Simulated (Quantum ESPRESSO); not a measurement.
# Magnetic state of MnS from several starts

Wanted: the moments of MnS and the energy of each order that was tried.

Method: PBE with U = 5 eV on Mn d (ortho-atomic projectors); plane waves with GBRV 1.5 PBE potentials, no spin-orbit coupling, in Quantum ESPRESSO 7.5.

The database entry behind the starting cell differs from later determinations by our own check (an axis about 0.2 % short against later determinations), so it need not match the best structure at ambient conditions.

### Step 1. Set-up

The structure is cubic, space group Fm-3m (No. 225). The conventional cell has a = 5.209 Å, b = 5.209 Å, c = 5.209 Å, α = 90.00°, β = 90.00°, γ = 90.00°. Nearest to Mn lie 6 S at 2.60 Å. S has 6 Mn at 2.60 Å nearest. Farther neighbours and most contacts between anions are not listed.

As a file:

```cif
data_structure
_symmetry_space_group_name_H-M 'P 1'
_symmetry_Int_Tables_number 1
_cell_length_a 3.6833
_cell_length_b 3.6833
_cell_length_c 3.6833
_cell_angle_alpha 60.000
_cell_angle_beta 60.000
_cell_angle_gamma 60.000
_cell_volume 35.33
loop_
_atom_site_label
_atom_site_type_symbol
_atom_site_fract_x
_atom_site_fract_y
_atom_site_fract_z
_atom_site_occupancy
Mn1 Mn 0.00000 0.00000 0.00000 1
S2 S 0.50000 0.50000 0.50000 1
```

The cell comes from the Crystallography Open Database.

### Step 2. Run 1 (ferro +)

The signs are those of the starting moments on the seeded atoms, the atoms that are given a moment.

pw.in reads:

```
&CONTROL
  calculation = 'scf'
  prefix = 'pwscf'
  outdir = './tmp'
  pseudo_dir = './pseudo'
  disk_io = 'nowf'
  tprnfor = .true.
  tstress = .true.
/
&SYSTEM
  ibrav = 0
  nat = 2
  ntyp = 2
  ecutwfc = 40
  ecutrho = 280
  nbnd = 19
  occupations = 'smearing'
  smearing = 'fd'
  degauss = 0.00734986
  nspin = 2
  starting_magnetization(1) = 0.3
  starting_magnetization(2) = 0
/
&ELECTRONS
  conv_thr = 4d-09
  electron_maxstep = 150
  mixing_beta = 0.3
/
ATOMIC_SPECIES
Mn     54.9380 mn_pbe_v1.5.uspp.F.UPF
S      32.0600 s_pbe_v1.4.uspp.F.UPF
CELL_PARAMETERS bohr
   0.0000000000    4.9217916916    4.9217916916
   4.9217916916    0.0000000000    4.9217916916
   4.9217916916    4.9217916916    0.0000000000
ATOMIC_POSITIONS crystal
Mn      0.0000000000    0.0000000000    0.0000000000
S       0.5000000000    0.5000000000    0.5000000000
K_POINTS automatic
8 8 8 0 0 0
HUBBARD {ortho-atomic}
U Mn-3d 5.0000
```

Launch:

```sh
$ OMP_NUM_THREADS=1 mpirun -n 2 pw.x -nk 2 -in pw.in > pw.out
```

What it wrote:

```text
Program PWSCF v.7.5 starts

     Message from routine setup:
     using ibrav=0 with symmetry is DISCOURAGED, use correct ibrav instead

     K-points division:     npool     =       2
     Subspace diagonalization in iterative solution of the eigenvalue problem:

     G-vector sticks info
     --------------------
     sticks:   dense  smooth     PW     G-vecs:    dense   smooth      PW
     Sum         931     535    163                18883     8099    1459

     Using Slab Decomposition

     bravais-lattice index     =            0
     lattice parameter (alat)  =       6.9605  a.u.
     unit-cell volume          =     238.4513 (a.u.)^3
     number of atoms/cell      =            2
     number of atomic types    =            2
     number of electrons       =        21.00
     number of Kohn-Sham states=           19
     kinetic-energy cutoff     =      40.0000  Ry
     charge density cutoff     =     280.0000  Ry
     scf convergence threshold =      4.0E-09
     mixing beta               =       0.3000
     number of iterations used =            8  plain     mixing
     Exchange-correlation=  SLA  PW   PBX  PBC
                           (   1   4   3   4   0   0   0)
     Hubbard projectors: ortho-atomic
     Hubbard parameters of DFT+U (Dudarev formulation) in eV:
     U(Mn-3d) =  5.0000

     Internal variables: lda_plus_u =T, lda_plus_u_kind = 0

     Internal variables: orbital_resolved =F, hub_pot_fix =F, apply_U = F

     celldm(1)=   6.960465  celldm(2)=   0.000000  celldm(3)=   0.000000
     celldm(4)=   0.000000  celldm(5)=   0.000000  celldm(6)=   0.000000

     crystal axes: (cart. coord. in units of alat)
               a(1) = (   0.000000   0.707107   0.707107 )
               a(2) = (   0.707107   0.000000   0.707107 )
               a(3) = (   0.707107   0.707107   0.000000 )

     reciprocal axes: (cart. coord. in units 2 pi/alat)
               b(1) = ( -0.707107  0.707107  0.707107 )
               b(2) = (  0.707107 -0.707107  0.707107 )
               b(3) = (  0.707107  0.707107 -0.707107 )

     PseudoPot. # 1 for Mn read from file:
     mn_pbe_v1.5.uspp.F.UPF
     Pseudo is Ultrasoft + core correction, Zval = 15.0
     Generated by new atomic code, or converted to UPF format
     Using radial grid of  859 points,  6 beta functions with:
                l(1) =   0
                l(2) =   0
                l(3) =   1
                l(4) =   1
                l(5) =   2
                l(6) =   2
     Q(r) pseudized with  8 coefficients,  rinner =    0.950   0.950   0.950
                                                       0.950   0.950

     PseudoPot. # 2 for S  read from file:
     s_pbe_v1.4.uspp.F.UPF
     Pseudo is Ultrasoft + core correction, Zval =  6.0
     Generated by new atomic code, or converted to UPF format
     Using radial grid of  907 points,  6 beta functions with:
                l(1) =   0
                l(2) =   0
                l(3) =   1
                l(4) =   1
                l(5) =   2
                l(6) =   2
     Q(r) pseudized with  8 coefficients,  rinner =    1.300   1.300   1.300
                                                       1.300   1.300

     atomic species   valence    mass     pseudopotential
     Mn               15.00    54.93800     Mn( 1.00)
     S                 6.00    32.06000     S ( 1.00)

     Starting magnetic structure
     atomic species   magnetization
     Mn              0.300
     S               0.000

     48 Sym. Ops., with inversion, found

   Cartesian axes

     site n.     atom                  positions (alat units)
         1        Mn     tau(   1) = (   0.0000000   0.0000000   0.0000000  )
         2        S      tau(   2) = (   0.7071068   0.7071068   0.7071068  )

     number of k points=    29  Fermi-Dirac smearing, width (Ry)=  0.0073
                       cart. coord. in units 2pi/alat
        k(    1) = (   0.0000000   0.0000000   0.0000000), wk =   0.0019531
        k(    2) = (   0.0883883   0.0883883  -0.0883883), wk =   0.0156250
        k(    3) = (   0.1767767   0.1767767  -0.1767767), wk =   0.0156250
        k(    4) = (   0.2651650   0.2651650  -0.2651650), wk =   0.0156250
        k(    5) = (  -0.3535534  -0.3535534   0.3535534), wk =   0.0078125
        [... 24 further k-points ...]

     Dense  grid:    18883 G-vectors     FFT dimensions: (  40,  40,  40)

     Smooth grid:     8099 G-vectors     FFT dimensions: (  30,  30,  30)

     Check: negative core charge=   -0.000037
     Generating pointlists ...
     new r_m :   0.2917 (alat units)  2.0302 (a.u.) for type    1
     new r_m :   0.2917 (alat units)  2.0302 (a.u.) for type    2

     Initial potential from superposition of free atoms

     starting charge      20.4999, renormalised to      21.0000

     STARTING HUBBARD OCCUPATIONS:

     =================== HUBBARD OCCUPATIONS ===================
     ------------------------ ATOM    1 ------------------------
     Tr[ns(  1)] (up, down, total) =   5.00000  0.00000  5.00000
     Atomic magnetic moment for atom   1 =   5.00000
     [... lines left out ...]
     Number of occupied Hubbard levels =    5.0000

     Atomic wfc used for Hubbard projectors are orthogonalized

     Starting wfcs are   17 randomized atomic wfcs +    2 random wfcs

     Self-consistent Calculation

     iteration #  1     ecut=    40.00 Ry     beta= 0.30
     Davidson diagonalization with overlap
     ethr =  1.00E-02,  avg # of iterations =  5.9

     =================== HUBBARD OCCUPATIONS ===================
     ------------------------ ATOM    1 ------------------------
     Tr[ns(  1)] (up, down, total) =   4.87950  0.12657  5.00606
     Atomic magnetic moment for atom   1 =   4.75293
     [... lines left out ...]
     Number of occupied Hubbard levels =    5.0061

     total energy              =    -235.23295016 Ry
     estimated scf accuracy    <       0.46861496 Ry

     total magnetization       =     5.00 Bohr mag/cell
     absolute magnetization    =     5.00 Bohr mag/cell

     iteration #  2     ecut=    40.00 Ry     beta= 0.30
     Davidson diagonalization with overlap
     ethr =  2.23E-03,  avg # of iterations =  1.6

     total energy              =    -235.30708564 Ry
     estimated scf accuracy    <       0.02648674 Ry

     total magnetization       =     5.00 Bohr mag/cell
     absolute magnetization    =     5.00 Bohr mag/cell

     iteration #  3     ecut=    40.00 Ry     beta= 0.30
     Davidson diagonalization with overlap
     ethr =  1.26E-04,  avg # of iterations =  4.0

     negative rho (up, down):  0.000E+00 4.537E-04

     total energy              =    -235.31576950 Ry
     estimated scf accuracy    <       0.00900233 Ry

     total magnetization       =     5.00 Bohr mag/cell
     absolute magnetization    =     5.00 Bohr mag/cell

     [... further iterations left out ...]

     iteration #  7     ecut=    40.00 Ry     beta= 0.30
     Davidson diagonalization with overlap
     ethr =  1.95E-07,  avg # of iterations =  2.0

     negative rho (up, down):  0.000E+00 4.953E-04

     total energy              =    -235.31654660 Ry
     estimated scf accuracy    <       0.00000189 Ry

     total magnetization       =     5.00 Bohr mag/cell
     absolute magnetization    =     5.00 Bohr mag/cell

     iteration #  8     ecut=    40.00 Ry     beta= 0.30
     Davidson diagonalization with overlap
     ethr =  9.02E-09,  avg # of iterations =  2.2

     negative rho (up, down):  0.000E+00 4.950E-04

     total energy              =    -235.31654687 Ry
     estimated scf accuracy    <       0.00000079 Ry

     total magnetization       =     5.00 Bohr mag/cell
     absolute magnetization    =     5.00 Bohr mag/cell

     iteration #  9     ecut=    40.00 Ry     beta= 0.30
     Davidson diagonalization with overlap
     ethr =  3.78E-09,  avg # of iterations =  2.0

     negative rho (up, down):  0.000E+00 4.946E-04

     total energy              =    -235.31654713 Ry
     estimated scf accuracy    <       0.00000003 Ry

     total magnetization       =     5.00 Bohr mag/cell
     absolute magnetization    =     5.00 Bohr mag/cell

     iteration # 10     ecut=    40.00 Ry     beta= 0.30
     Davidson diagonalization with overlap
     ethr =  1.57E-10,  avg # of iterations =  3.3

     negative rho (up, down):  0.000E+00 4.944E-04

     Magnetic moment per site  (integrated on atomic sphere of radius R)
     atom   1 (R=0.292)  charge= 13.1327  magn=  4.5334
     atom   2 (R=0.292)  charge=  4.7317  magn=  0.0937

     End of self-consistent calculation

     =================== HUBBARD OCCUPATIONS ===================
     ------------------------ ATOM    1 ------------------------
     Tr[ns(  1)] (up, down, total) =   4.97508  0.23566  5.21074
     Atomic magnetic moment for atom   1 =   4.73942
     [... lines left out ...]
     Number of occupied Hubbard levels =    5.2107

     [... lines left out ...]
     the Fermi energy is    10.6476 ev

!    total energy              =    -235.31654717 Ry
     estimated scf accuracy    <          3.1E-10 Ry
     smearing contrib. (-TS)   =      -0.00001368 Ry
     internal energy E=F+TS    =    -235.31653349 Ry

     The total energy is F=E-TS. E is the sum of the following terms:
     one-electron contribution =    -132.42093677 Ry
     hartree contribution      =      73.82973758 Ry
     xc contribution           =     -35.27673648 Ry
     ewald contribution        =    -141.49328211 Ry
     Hubbard energy            =       0.04468429 Ry

     total magnetization       =     5.00 Bohr mag/cell
     absolute magnetization    =     5.00 Bohr mag/cell

     convergence has been achieved in  10 iterations

     negative rho (up, down):  0.000E+00 4.944E-04

     Forces acting on atoms (cartesian axes, Ry/au):

     atom    1 type  1   force =     0.00000000    0.00000000   -0.00000000
     atom    2 type  2   force =    -0.00000000   -0.00000000    0.00000000

     Total force =     0.000000     Total SCF correction =     0.000000

     Computing stress (Cartesian axis) and pressure

     negative rho (up, down):  0.000E+00 4.944E-04
          total   stress  (Ry/bohr**3)                   (kbar)     P=       58.54
   0.00039797   0.00000000  -0.00000000           58.54        0.00       -0.00
   0.00000000   0.00039797   0.00000000            0.00       58.54        0.00
  -0.00000000   0.00000000   0.00039797           -0.00        0.00       58.54

=------------------------------------------------------------------------------=
   JOB DONE.
=------------------------------------------------------------------------------=
```

The job ended after 16 s (2 MPI ranks of Arm Neoverse V1, shared host; peak memory 0.2 GiB).

Spin moment in the atom's sphere by atom:

| atom | spin moment in the atom's sphere (μB) |
| --- | --- |
| Mn1 | 4.53 |
| S2 | 0.09 |

Numbers from this step:

```yaml
smearing_term_ts: 1.86e-4 eV
pressure: 5.854 GPa
magnetization: 5 μB
absolute_magnetization: 5 μB
final_state: ferromagnetic
```

[end of part 1 of 2]

[Logs and program files are shortened in this print: banners, set-up blocks, solver, clock and traceback lines can be left out without a mark of their own.]

[Logs are printed without paths, hosts, clocks, repeated set-up lines and the standing remarks that a program may print on its own settings, such as how far it seeks lower states.]

[Hosts, paths, dates, database ids (printed as entryN), source tags and the programs' standing remarks are cut or masked in the printed files.]

[Where a cell is said to come from a database of computed structures, the database is the Materials Project.]
